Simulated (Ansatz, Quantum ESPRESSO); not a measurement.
# 1T-HfS2, 1 layer: the upper vacuum level over the valence top of the mesh at a withheld member of a series

**Set-up.** Quantum ESPRESSO 7.5, PBE, GBRV ultrasoft. Cell and atoms are first relaxed; each strained cell is then held and the atoms relax in it. A periodic run with 15 Å of vacuum in the starting cell gives the vacuum levels, and bands follow along a path. The series steps biaxial strain.

| biaxial strain | upper vacuum level over the valence top of the mesh (eV) |
| --- | --- |
| -4 % | 6.092 |
| -3 % | 6.192 |
| -2 % | 6.284 |
| -1 % | 6.370 |
| 0 % | 6.447 |
| 1 % | 6.517 |
| 2 % | 6.579 |
| 3 % | 6.635 |

To predict: What is the upper vacuum level over the valence top of the mesh at 4 %?

**Worked estimate.** The rows at 2 % and 3 % give a slope of (6.635 − (6.579))/(3 − (2)) = 0.056, so a straight line gives 6.691 eV. A parabola through these and the row at 1 % gives 6.685 eV.

**The withheld run.** 6.684 eV. The line misses by +0.007 and the parabola by +0.001 eV. The parabola does better.

**Limits.** Semilocal gaps are too small; the 1×1 cell can't ripple over many cells under compression as a free sheet would. No spin-orbit coupling.
